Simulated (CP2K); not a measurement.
Two runs for the C K edge of dimethyl ether. Run A: CP2K XAS_TDP, all-electron GAPW, PBEh(45%), aug-cc-pVDZ, TDA, no relativity. Run B differs in one setting.

First lines with a strength over 0.0015. A:

```csv
atom,energy (eV),states,"strength, one atom"
"C1 (bonded to O and 3 H), 2 alike",284.72,1,0.0211
,285.32,1,0.0099
,285.70,1,0.0209
,285.72,1,0.0228
,286.29,1,0.0047
```

B:

```csv
atom,energy (eV),states,"strength, one atom"
"C1 (bonded to O and 3 H), 2 alike",291.37,1,0.0206
,291.96,1,0.0097
,292.35,1,0.0205
,292.37,1,0.0223
,292.93,1,0.0046
```

**Question.** Which was it: the functional, GW2X switched on, scalar relativity switched on, the basis?

GW2X switched on. GW2X shifts an atom's lines together and keeps their spacings. Against PBEh(45%) in aug-cc-pVDZ, the leading line moves by +6.65 eV, to 291.37 eV.

[Banner, clock and machine lines of the logs are left out without a mark of their own.]

[Logs are printed without paths, hosts, clocks, repeated set-up lines and the standing remarks that a program may print on its own settings, such as how far it seeks lower states.]

[Hosts, paths, dates, database ids (printed as entryN), source tags and the programs' standing remarks are cut or masked in the printed files.]
